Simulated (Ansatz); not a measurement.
# Decaying states in the gap of Mg2ScCuO4, part 2 of 3

Wanted: the relaxed cell of Mg2ScCuO4, its band edges and its decay constants. It is built by putting Mg for Ba in the Ba2ScCuO4 structure of space group P4/mmm, with the volume rescaled by atomic radii. The parent structure comes from the Materials Project.

Ansatz 0.2.0; LDA DFT, plane waves, PAW files (the session's first sound run).

So far. Step 2 (Relaxing the new crystal): The largest force component on a free atom ends at 0.0052 eV/Å.

The structure was built from a prototype and need not be the compound's stable phase.

### Step 3. The bulk crystal and its band edges

The energy window and the wavevectors of the next steps follow from the band edges, so these are searched first, off the mesh as well.

The input, input.yaml:

```yaml
crystal:
  lattice:
    - [3.834637115, 0.0, 0.0]
    - [0.0, 3.834637115, 0.0]
    - [0.0, 0.0, 7.5950871579]
  atoms:
    - { symbol: Mg, position: [0.5, 0.5, 0.8131093655] }
    - { symbol: Mg, position: [0.5, 0.5, 0.1868906345] }
    - { symbol: Sc, position: [0.0, 0.0, 0.0] }
    - { symbol: Cu, position: [0.0, 0.0, 0.5] }
    - { symbol: O, position: [0.0, 0.5, 0.0] }
    - { symbol: O, position: [0.5, 0.0, 0.0] }
    - { symbol: O, position: [0.0, 0.0, 0.7296704615] }
    - { symbol: O, position: [0.0, 0.0, 0.2703295385] }
kpoints:
  mp_grid: { grid: [6, 6, 4] }
  band_path: { path: [VBM, CBM], npoints: 30 }
scf:
  occupations: { method: fixed }
hamiltonian:
  xc: lda
output:
  eigenvalues: true
  write_potential: true
  write_density: true
  volumetric_format: npy
  elf: true
```

The run is started by

```bash
> ansatz run input.yaml --threads 2 --pin off --max-ram 4096MiB --backend cpu --events-out ev --progress --plain --runs-dir out
```

Numbers of over 12 decimals in the logs are rounded to 6 here.

Log:

```text
[...]
Crystal: 8 atoms, lattice volume = 111.682 Å³
Basis set: ecut = 420 eV, 2177 PW (Γ)
Bands: 45, of which v1, the nominal top of the filled ones, is band 37 counted from 1 (36 counted from 0)
Symmetry: 16 space group operations
[...]
k-points: 30 of 144
[...]
SCF iter   1: F=—  HF=-14674.002552 eV  |F-HF|=—  |Δ(HF+E_count)|=         —  Δρ=1.46e-2  dr2=1.88e-1  ethr=1.77e-3  ⟨swp⟩=4.7  Hψ=4285  notcnv=0  defer=178
[...]
SCF iter   9: F=-14673.949915 eV  HF=-14673.949915 eV  |F-HF|=1.81e-8  |Δ(HF+E_count)|=   9.19e-8  Δρ=4.14e-6  dr2=2.64e-8  ethr=1.35e-10  ⟨swp⟩=9.4  Hψ=5192  notcnv=0
SCF 1 converged in 9 iterations: F = -14673.949915 eV  dr2 = 2.64e-8
[...]
NSCF: frozen V_eff on 40 k-points
[...]
SCF converged after 9 iterations
Free energy (F): -14673.949915 eV
[...]
Internal energy: -14673.949915 eV  (E = F + TS)
E sigma→0 (E₀):  -14673.949915 eV
Fermi energy:    6.752349 eV
[...]
--- Band table (eV; the first three rows and the last of 30) ---
  k-point 0: bands = [... 33 lower, 5.4213, 5.5063, 6.3617, 6.3617, 7.5931, 9.1984, 10.2278, 10.3645, ... 4 higher]
  k-point 1: bands = [... 33 lower, 5.3495, 5.5063, 6.5537, 6.5537, 7.5684, 9.0739, 10.2277, 10.8424, ... 4 higher]
  k-point 2: bands = [... 33 lower, 5.3055, 5.5063, 6.7204, 6.7204, 7.4770, 9.0752, 10.2276, 11.0118, ... 4 higher]
  k-point 29: bands = [... 33 lower, 5.6012, 6.3847, 6.3847, 6.4825, 8.6943, 10.3911, 11.2103, 11.2103, ... 4 higher]
```

Run time: 16 s. Hardware: 2 threads of Intel Xeon Platinum 8259CL at 2.50GHz (Skylake/Cascade Lake), shared host; peak memory 0.51 GiB.

Numbers from this step:

| Quantity | Value |
| --- | --- |
| Fermi energy | 6.752 eV |
| gap on the k-mesh | 0.7246 eV |
| gap on path | 0.7246 eV, by band count; negative where bands overlap |
| direct gap on path | 0.7565 eV |
| edge places on path | 0, 0.8193 1/A along the path |

Electronic bands along the path, in eV, zero at the Fermi level (highest filled level under fixed occupations); v1 is the highest filled band, c1 the lowest empty one:

| point | v4 | v3 | v2 | v1 | c1 | c2 | c3 | c4 |
| --- | --- | --- | --- | --- | --- | --- | --- | --- |
| VBM | -1.33 | -0.80 | -0.45 | 0.00 | 2.05 | 3.98 | 4.48 | 4.66 |
| halfway | -1.29 | -1.26 | -0.34 | -0.02 | 2.08 | 2.21 | 4.36 | 4.58 |
| CBM | -1.45 | -1.25 | -0.03 | -0.03 | 0.72 | 2.32 | 3.48 | 4.26 |

Valence density in the ac plane at fractional y = 0.000, with atoms of Sc and Cu and O within 0.2 Å of it. It is the smooth field of the valence electrons, not physical close to the nuclei.

Values in e/Å³, 24 rows by 14 columns, each cell a mean:
```
 7  5  3  1  1  2  5  6  4  2  1  1  4  6
 4  3  1  0  0  1  2  2  2  1  0  1  2  3
 1  1  0  0  0  0  0  1  0  0  0  0  0  1
 1  1  0  0  0  0  0  0  0  0  0  0  0  1
 3  2  1  0  0  0  0  0  0  0  0  0  1  2
 6  5  2  1  0  0  0  0  0  0  0  1  3  5
 7  5  2  1  0  0  0  0  0  0  0  1  3  6
 4  3  1  0  0  0  0  0  0  0  0  1  2  3
 2  1  1  0  0  0  0  0  0  0  0  0  1  1
 2  2  1  0  0  0  0  0  0  0  0  0  1  2
21 11  3  1  0  0  0  0  0  0  0  1  4 14
56 27  5  1  0  0  0  0  0  0  0  1  9 35
32 16  3  1  0  0  0  0  0  0  0  1  6 21
 6  4  1  0  0  0  0  0  0  0  0  0  2  4
 1  1  0  0  0  0  0  0  0  0  0  0  1  1
 3  2  1  0  0  0  0  0  0  0  0  0  1  2
 6  4  2  1  0  0  0  0  0  0  0  1  2  5
 7  5  2  1  0  0  0  0  0  0  0  1  3  6
 4  3  1  0  0  0  0  0  0  0  0  1  2  3
 1  1  0  0  0  0  0  0  0  0  0  0  1  1
 1  1  0  0  0  0  0  0  0  0  0  0  0  1
 2  2  1  0  0  1  1  1  1  1  0  0  1  2
 6  5  2  1  1  2  4  5  3  1  1  1  3  5
 7  6  3  1  1  3  6  7  6  2  1  1  4  7
```
Columns run along a (3.8 Å), rows up along c (7.6 Å). Atoms in or near the plane, at fractional coordinates: Sc at (0.00, 0.00), Cu at (0.00, 0.50), O at (0.50, 0.00), O at (0.00, 0.73), O at (0.00, 0.27).

ELF in the ac plane at fractional y = 0.000, with atoms of Sc and Cu and O within 0.2 Å of it. It is the smooth field of the valence electrons, not physical close to the nuclei.

Values, 24 rows by 14 columns, each cell a mean:
```
0.36 0.60 0.64 0.27 0.49 0.82 0.69 0.56 0.74 0.77 0.35 0.36 0.70 0.53
0.69 0.67 0.42 0.14 0.39 0.76 0.80 0.78 0.80 0.68 0.26 0.19 0.54 0.68
0.29 0.23 0.11 0.06 0.18 0.47 0.63 0.67 0.61 0.38 0.13 0.07 0.14 0.25
0.48 0.45 0.35 0.19 0.10 0.15 0.25 0.31 0.23 0.12 0.11 0.23 0.39 0.47
0.81 0.81 0.74 0.51 0.21 0.08 0.07 0.08 0.07 0.10 0.29 0.59 0.78 0.81
0.51 0.71 0.81 0.70 0.41 0.13 0.05 0.04 0.06 0.21 0.51 0.75 0.81 0.65
0.36 0.63 0.80 0.71 0.46 0.17 0.06 0.04 0.08 0.25 0.54 0.75 0.78 0.56
0.73 0.77 0.74 0.57 0.34 0.15 0.06 0.04 0.08 0.20 0.41 0.63 0.77 0.76
0.57 0.52 0.41 0.30 0.20 0.12 0.06 0.04 0.07 0.15 0.23 0.33 0.45 0.54
0.18 0.17 0.16 0.15 0.16 0.13 0.08 0.06 0.09 0.15 0.16 0.15 0.16 0.18
0.55 0.40 0.24 0.19 0.19 0.17 0.10 0.07 0.12 0.18 0.19 0.20 0.27 0.44
0.88 0.63 0.29 0.21 0.21 0.19 0.11 0.07 0.13 0.21 0.20 0.22 0.37 0.73
0.71 0.50 0.26 0.20 0.20 0.18 0.10 0.07 0.12 0.19 0.20 0.21 0.32 0.57
0.26 0.22 0.18 0.16 0.17 0.14 0.09 0.06 0.10 0.16 0.17 0.17 0.19 0.24
0.37 0.33 0.26 0.21 0.17 0.12 0.07 0.05 0.08 0.14 0.18 0.22 0.28 0.34
0.76 0.75 0.66 0.48 0.29 0.14 0.06 0.04 0.07 0.18 0.34 0.54 0.70 0.75
0.49 0.68 0.78 0.67 0.43 0.17 0.06 0.04 0.08 0.24 0.50 0.72 0.78 0.63
0.40 0.65 0.81 0.72 0.45 0.15 0.06 0.04 0.07 0.23 0.53 0.76 0.79 0.58
0.74 0.80 0.79 0.62 0.30 0.09 0.06 0.05 0.06 0.14 0.39 0.69 0.81 0.78
0.67 0.64 0.52 0.29 0.11 0.10 0.16 0.19 0.14 0.09 0.15 0.36 0.58 0.65
0.24 0.21 0.13 0.08 0.13 0.33 0.49 0.55 0.46 0.26 0.10 0.09 0.16 0.22
0.61 0.53 0.27 0.10 0.31 0.68 0.78 0.79 0.77 0.59 0.21 0.12 0.37 0.56
0.53 0.67 0.60 0.23 0.47 0.81 0.75 0.67 0.78 0.75 0.33 0.31 0.68 0.63
0.11 0.45 0.67 0.31 0.52 0.81 0.57 0.34 0.65 0.78 0.38 0.42 0.69 0.33
```
Columns run along a (3.8 Å), rows up along c (7.6 Å). Atoms in or near the plane, at fractional coordinates: Sc at (0.00, 0.00), Cu at (0.00, 0.50), O at (0.50, 0.00), O at (0.00, 0.73), O at (0.00, 0.27).

Electrostatic potential energy in the ac plane at fractional y = 0.000, with atoms of Sc and Cu and O within 0.2 Å of it. With pseudopotentials it is smooth inside the atoms' cores, unlike the true potential.

Values in eV, 24 rows by 14 columns, each cell a mean:
```
-49 -46 -24  -6   0 -18 -34 -41 -31 -10   0 -10 -33 -47
-33 -26 -11  -1   5   0 -12 -17  -9   4   4  -3 -16 -28
 -7  -4   1   6   8   9   9   8   9   9   8   5  -1  -5
  1   4   7   9  10  11  11  11  11  11  10   9   6   3
-20 -12   5  10  11  11  11  11  11  11  11  10   0 -15
-43 -34 -10   9  11  11  11  11  11  11  11   6 -19 -37
-47 -37 -13   9  11  11  11  11  11  12  11   5 -22 -41
-31 -22  -1  10  11  12  11  11  11  12  11   9  -8 -25
 -9  -3   6  10  11  11  11  11  11  11  11   9   4  -5
-24 -17  -3   7  10  11  11  11  11  11   9   5  -7 -19
-46 -41 -22  -1   8  11  11  11  11  10   7  -6 -29 -43
-48 -46 -31  -6   7  10  11  11  11  10   5 -13 -39 -47
-48 -44 -26  -3   8  10  11  11  11  10   6  -9 -34 -45
-35 -28 -10   4   9  11  11  11  11  10   8   1 -16 -31
 -8  -3   5   9  11  11  11  11  11  11  10   8   3  -5
-23 -14   4  10  11  12  11  11  11  12  11   9  -2 -17
-43 -34 -10   9  12  12  11  11  11  12  11   6 -19 -37
-46 -37 -13   9  11  11  11  11  11  11  11   5 -22 -41
-31 -23  -1  10  11  11  11  11  11  11  11   9  -9 -26
 -3   2   8  10  11  11  11  11  11  11  10   9   7   0
 -2   0   4   7   9  10  10  10  10  10   9   7   3  -1
-21 -16  -6   2   7   6  -1  -4   1   7   6   0  -9 -17
-47 -41 -20  -5   2 -12 -28 -34 -26  -6   2  -8 -28 -44
-49 -49 -29  -8  -3 -24 -42 -48 -38 -16  -2 -13 -38 -49
```
Columns run along a (3.8 Å; values clipped at the 3rd and 97th percentile), rows up along c (7.6 Å). Atoms in or near the plane, at fractional coordinates: Sc at (0.00, 0.00), Cu at (0.00, 0.50), O at (0.50, 0.00), O at (0.00, 0.73), O at (0.00, 0.27).

The searched edges give 0.725 eV, as on the mesh.

### Step 4. Decaying states in the gap

This step: LDA DFT, plane waves, PAW files; complex bands by layer matching along the plane's normal (Ansatz 0.2.0).

The same crystal is laid in a cell whose first two vectors span the (001) plane (indices of the standard conventional cell, whose axes can be ordered otherwise than in the bulk input). At fixed energy and wavevector in the plane the solver finds all kz, real and complex. A few wavevectors are listed, (0, 0), (0, -0.5) and (0.5, 0) in units of the plane's reciprocal vectors; the slowest state needn't be among them.

Changes to input.yaml since step 3:

```diff
@@ -4,3 +4,3 @@
     - [0.0, 3.834637115, 0.0]
-    - [0.0, 0.0, 7.5950871579]
+    - [0.0, 0.0, 7.595087158]
   atoms:
@@ -16,3 +16,2 @@
   mp_grid: { grid: [6, 6, 4] }
-  band_path: { path: [VBM, CBM], npoints: 30 }
 scf:
@@ -23,5 +22,6 @@
   eigenvalues: true
-  write_potential: true
-  write_density: true
-  volumetric_format: npy
-  elf: true
+  transmission:
+    leads: [[0, 0]]
+    kpoints: [[0.0, 0.0], [0.0, -0.5], [0.5, 0.0]]
+    e_range: [-1.0, 1.72]
+    de: 0.05
```

Log:

```text
[...]
Crystal: 8 atoms, lattice volume = 111.682 Å³
Basis set: ecut = 420 eV, 2177 PW (Γ)
Bands: 45, of which v1, the nominal top of the filled ones, is band 37 counted from 1 (36 counted from 0)
Symmetry: 16 space group operations
[...]
k-points: 30 of 144
[...]
SCF iter   1: F=—  HF=-14674.002552 eV  |F-HF|=—  |Δ(HF+E_count)|=         —  Δρ=1.46e-2  dr2=1.88e-1  ethr=1.77e-3  ⟨swp⟩=4.7  Hψ=4285  notcnv=0  defer=178
[...]
SCF iter   9: F=-14673.949915 eV  HF=-14673.949915 eV  |F-HF|=1.81e-8  |Δ(HF+E_count)|=   9.19e-8  Δρ=4.13e-6  dr2=2.63e-8  ethr=1.35e-10  ⟨swp⟩=9.4  Hψ=5188  notcnv=0
SCF 1 converged in 9 iterations: F = -14673.949915 eV  dr2 = 2.63e-8
[...]
transmission: 12 of 36 steps passed
transmission: 24 of 36 steps passed
transmission: 36 of 36 steps passed
SCF converged after 9 iterations
Free energy (F): -14673.949915 eV
[...]
Internal energy: -14673.949915 eV  (E = F + TS)
E sigma→0 (E₀):  -14673.949915 eV
Fermi energy:    6.752349 eV
[...]
--- Band table (eV; the first three rows and the last of 30) ---
  k-point 0: bands = [... 33 lower, 5.4213, 5.5063, 6.3617, 6.3617, 7.5931, 9.1984, 10.2278, 10.3645, ... 4 higher]
  k-point 1: bands = [... 33 lower, 5.3495, 5.5063, 6.5537, 6.5537, 7.5684, 9.0739, 10.2277, 10.8424, ... 4 higher]
  k-point 2: bands = [... 33 lower, 5.3055, 5.5063, 6.7204, 6.7204, 7.4770, 9.0752, 10.2276, 11.0118, ... 4 higher]
  k-point 29: bands = [... 33 lower, 5.6012, 6.3847, 6.3847, 6.4825, 8.6943, 10.3911, 11.2103, 11.2103, ... 4 higher]
--- Transmission ---
  basis      : 137 plane waves across, 12 finite elements along
  points     : 3, as listed
  energies   : 55 from -1.000000 to 1.700000 eV about the Fermi level, 0.050000 eV apart; the leads are filled to 0.362305 eV, and channels, transmission and decay are at 0.350000 eV
  crystal 0  : Mg2Sc1O4Cu1, at the sites [0, 0], period 7.5951 Å: whole cells are its period
    offset         : up to 0.0000 Å between an atom of the period and one for which it stands
    channels       : 0.000000e0 a spin
    conductance    : none, the energies end too early or step too widely for 300 K: set another output.transmission.e_range or a lower de, or, where they end at an eighth of basis.ecutwfc, a higher one
    slowest decay  : 0.2539 /Å at (0.0000, 0.0000)
```

Run time: 28 s. Hardware: 2 threads; peak memory 0.54 GiB; 38 s of CPU time.

This step gave:

* level to which the leads are filled: 0.3623 eV from the Fermi level
* decay constant at the filling level, zone centre: 0.2539 Å⁻¹
* decay constant at the filling level, slowest listed point: 0.2539 Å⁻¹

K parallel (0, 0); values up to 1.5 1/Å, a degenerate pair printed once or twice; energies at which all values exceed this have no row. The Im kz of the slowest decaying states by energy, zero at the highest filled level on the SCF mesh:

| energy (eV) | decay 1 (Å⁻¹) | decay 2 (Å⁻¹) | decay 3 (Å⁻¹) | decay 4 (Å⁻¹) |
| --- | --- | --- | --- | --- |
| -1.00 | 0.203 | 0.255 | 0.373 | 0.774 |
| -0.90 | 0.203 | 0.259 | 0.372 | 0.805 |
| -0.80 | 0.197 | 0.264 | 0.370 | 0.832 |
| -0.70 | 0.183 | 0.267 | 0.368 | 0.855 |
| -0.55 | 0.145 | 0.271 | 0.361 | 0.884 |
| -0.45 | 0.0938 | 0.273 | 0.356 | 0.902 |
| -0.35 | 0.274 | 0.349 | 0.918 | 1.41 |
| -0.25 | 0.274 | 0.341 | 0.933 | 1.41 |
| -0.15 | 0.273 | 0.332 | 0.947 | 1.42 |
| -0.05 | 0.272 | 0.322 | 0.961 | 1.42 |
| 0.00 | 0.0835 | 0.271 | 0.316 | 0.967 |
| 0.10 | 0.162 | 0.268 | 0.302 | 0.979 |
| 0.20 | 0.208 | 0.263 | 0.287 | 0.991 |
| 0.30 | 0.242 | 0.257 | 0.268 | 1.00 |
| 0.40 | 0.245 | 0.250 | 0.269 | 1.01 |
| 0.50 | 0.214 | 0.239 | 0.291 | 1.03 |
| 0.60 | 0.171 | 0.224 | 0.310 | 1.04 |
| 0.75 | 0.181 | 0.334 | 1.05 | 1.35 |
| 0.85 | 0.0697 | 0.347 | 1.07 | 1.35 |
| 0.95 | 0.169 | 0.359 | 1.08 | 1.34 |
| 1.05 | 0.200 | 0.369 | 1.09 | 1.33 |
| 1.15 | 0.218 | 0.378 | 1.11 | 1.32 |
| 1.25 | 0.230 | 0.385 | 1.12 | 1.31 |
| 1.40 | 0.240 | 0.395 | 1.14 | 1.29 |
| 1.50 | 0.242 | 0.401 | 1.16 | 1.28 |
| 1.60 | 0.243 | 0.405 | 1.19 | 1.27 |
| 1.70 | 0.241 | 0.409 | 1.21 | 1.26 |

K parallel (0, -0.5); values up to 1.5 1/Å, a degenerate pair printed once or twice; energies at which all values exceed this have no row. The Im kz of the slowest decaying states by energy, zero at the highest filled level on the SCF mesh:

| energy (eV) | decay 1 (Å⁻¹) | decay 2 (Å⁻¹) | decay 3 (Å⁻¹) | decay 4 (Å⁻¹) |
| --- | --- | --- | --- | --- |
| -1.000 | 0.183 | 0.208 | 0.218 | 0.918 |
| -0.800 | 0.193 | 0.204 | 0.593 | 0.903 |
| -0.600 | 0.139 | 0.177 | 0.430 | 0.445 |
| -0.400 | 0.0985 | 0.395 | 0.536 | 0.870 |
| -0.200 | 0.380 | 0.585 | 0.851 | 1.20 |
| 0.000 | 0.0135 | 0.140 | 0.375 | 0.614 |
| 0.200 | 0.203 | 0.236 | 0.373 | 0.633 |
| 0.400 | 0.271 | 0.294 | 0.371 | 0.647 |
| 0.600 | 0.317 | 0.338 | 0.370 | 0.656 |
| 0.800 | 0.350 | 0.368 | 0.375 | 0.663 |
| 1.000 | 0.365 | 0.376 | 0.407 | 0.667 |
| 1.200 | 0.361 | 0.396 | 0.437 | 0.625 |
| 1.400 | 0.357 | 0.411 | 0.467 | 0.566 |
| 1.600 | 0.351 | 0.423 | 0.491 | 0.496 |

K parallel (0.5, 0); values up to 1.5 1/Å, a degenerate pair printed once or twice; energies at which all values exceed this have no row. Table of Im kz of the slowest decaying states by energy, zero at the highest filled level on the SCF mesh:

| energy (eV) | decay 1 (Å⁻¹) | decay 2 (Å⁻¹) | decay 3 (Å⁻¹) | decay 4 (Å⁻¹) |
| --- | --- | --- | --- | --- |
| -1.00 | 0.183 | 0.208 | 0.218 | 0.918 |
| -0.85 | 0.201 | 0.207 | 0.647 | 0.907 |
| -0.75 | 0.183 | 0.200 | 0.227 | 0.546 |
| -0.60 | 0.139 | 0.177 | 0.430 | 0.445 |
| -0.45 | 0.128 | 0.403 | 0.518 | 0.874 |
| -0.30 | 0.386 | 0.564 | 0.860 | 1.19 |
| -0.20 | 0.380 | 0.585 | 0.851 | 1.20 |
| -0.05 | 0.0972 | 0.376 | 0.608 | 0.835 |
| 0.00 | 0.0135 | 0.140 | 0.375 | 0.614 |
| 0.10 | 0.148 | 0.196 | 0.374 | 0.625 |
| 0.20 | 0.203 | 0.236 | 0.373 | 0.633 |
| 0.35 | 0.257 | 0.282 | 0.371 | 0.644 |
| 0.50 | 0.296 | 0.318 | 0.370 | 0.652 |
| 0.60 | 0.317 | 0.338 | 0.370 | 0.656 |
| 0.75 | 0.343 | 0.366 | 0.368 | 0.661 |
| 0.90 | 0.364 | 0.366 | 0.391 | 0.665 |
| 1.00 | 0.365 | 0.376 | 0.407 | 0.667 |
| 1.15 | 0.362 | 0.391 | 0.430 | 0.638 |
| 1.30 | 0.359 | 0.404 | 0.452 | 0.597 |
| 1.45 | 0.355 | 0.415 | 0.474 | 0.549 |
| 1.55 | 0.353 | 0.421 | 0.489 | 0.512 |
| 1.70 | 0.348 | 0.428 | 0.445 | 0.510 |

At the listed wavevectors the last open channel is at -0.05 eV and the next at +0.75 eV on the grid. At +0.35 eV, the grid energy nearest the filling level (the middle of the gap on the SCF mesh), the slowest state at the listed wavevectors decays with κ = 0.254 Å⁻¹, its amplitude falling by e over 3.9 Å. Through 1 nm of this crystal that state's transmission falls by exp(−2 × 0.254 Å⁻¹ × 10 Å) = 0.0062.

### Step 5. Band edges at another level

This step: PBEsol DFT, plane waves, PAW files (Ansatz 0.2.0).

The edges again with PBEsol, at the same atoms.

Changes to input.yaml since step 4:

```diff
@@ -4,3 +4,3 @@
     - [0.0, 3.834637115, 0.0]
-    - [0.0, 0.0, 7.595087158]
+    - [0.0, 0.0, 7.5950871579]
   atoms:
@@ -16,2 +16,3 @@
   mp_grid: { grid: [6, 6, 4] }
+  band_path: { path: [VBM, CBM], npoints: 30 }
 scf:
@@ -19,9 +20,4 @@
 hamiltonian:
-  xc: lda
+  xc: pbesol
 output:
   eigenvalues: true
-  transmission:
-    leads: [[0, 0]]
-    kpoints: [[0.0, 0.0], [0.0, -0.5], [0.5, 0.0]]
-    e_range: [-1.0, 1.72]
-    de: 0.05
```

Log:

```text
[...]
Crystal: 8 atoms, lattice volume = 111.682 Å³
Basis set: ecut = 420 eV, 2177 PW (Γ)
Bands: 45, of which v1, the nominal top of the filled ones, is band 37 counted from 1 (36 counted from 0)
Symmetry: 16 space group operations
[...]
k-points: 30 of 144
[...]
SCF iter   1: F=—  HF=-14772.335472 eV  |F-HF|=—  |Δ(HF+E_count)|=         —  Δρ=1.30e-2  dr2=1.39e-1  ethr=1.77e-3  ⟨swp⟩=4.7  Hψ=4247  notcnv=0  defer=177
[...]
SCF iter   9: F=-14772.301034 eV  HF=-14772.301034 eV  |F-HF|=3.44e-8  |Δ(HF+E_count)|=   5.60e-8  Δρ=6.88e-6  dr2=4.41e-8  ethr=1.35e-10  ⟨swp⟩=10.2  Hψ=4273  notcnv=0
SCF 1 converged in 9 iterations: F = -14772.301034 eV  dr2 = 4.41e-8
[...]
SCF converged after 9 iterations
Free energy (F): -14772.301034 eV
[...]
Internal energy: -14772.301034 eV  (E = F + TS)
E sigma→0 (E₀):  -14772.301034 eV
Fermi energy:    7.005724 eV
[...]
--- Band table (eV; the first three rows and the last of 30) ---
  k-point 0: bands = [... 33 lower, 5.6581, 5.7837, 6.6232, 6.6232, 7.8857, 9.5050, 10.5304, 10.6160, ... 4 higher]
  k-point 1: bands = [... 33 lower, 5.5866, 5.7837, 6.8110, 6.8110, 7.8683, 9.3577, 10.5303, 11.1084, ... 4 higher]
  k-point 2: bands = [... 33 lower, 5.5778, 5.7838, 6.9746, 6.9746, 7.7814, 9.3484, 10.5303, 11.3187, ... 4 higher]
  k-point 29: bands = [... 33 lower, 5.8764, 6.6418, 6.6418, 6.7749, 9.0195, 10.7738, 11.4451, 11.4451, ... 4 higher]
```

Run time: 16 s. Hardware: 2 threads; peak memory 0.49 GiB; 30 s of CPU time.

Numbers from this step:

```
free energy        : -14772.3010 eV
Fermi energy       : 7.006 eV
gap on the k-mesh  : 0.7756 eV
gap on path        : 0.7756 eV, by band count; negative where bands overlap
direct gap on path : 0.8067 eV
```

The electronic bands at the labelled points (eV, zero at the Fermi level (highest filled level under fixed occupations); v1 is the highest filled band, c1 the lowest empty one):

| point | v4 | v3 | v2 | v1 | c1 | c2 | c3 | c4 |
| --- | --- | --- | --- | --- | --- | --- | --- | --- |
| VBM | -1.30 | -0.77 | -0.45 | 0.00 | 2.01 | 4.08 | 4.53 | 4.65 |
| halfway | -1.26 | -1.25 | -0.33 | -0.02 | 2.14 | 2.21 | 4.42 | 4.63 |
| CBM | -1.43 | -1.22 | -0.03 | -0.03 | 0.78 | 2.34 | 3.52 | 4.31 |

The searched edges give 0.776 eV, as on the mesh.

Between step 3 and this run (PBEsol) the value for the gap on the k-mesh moves from 0.725 eV to 0.776 eV.

(Part 2 of 3 ends here.)

[Logs are printed without paths, hosts, clocks, repeated set-up lines and the standing remarks that a program may print on its own settings, such as how far it seeks lower states.]

[Hosts, paths, dates, database ids (printed as entryN), source tags and the programs' standing remarks are cut or masked in the printed files.]
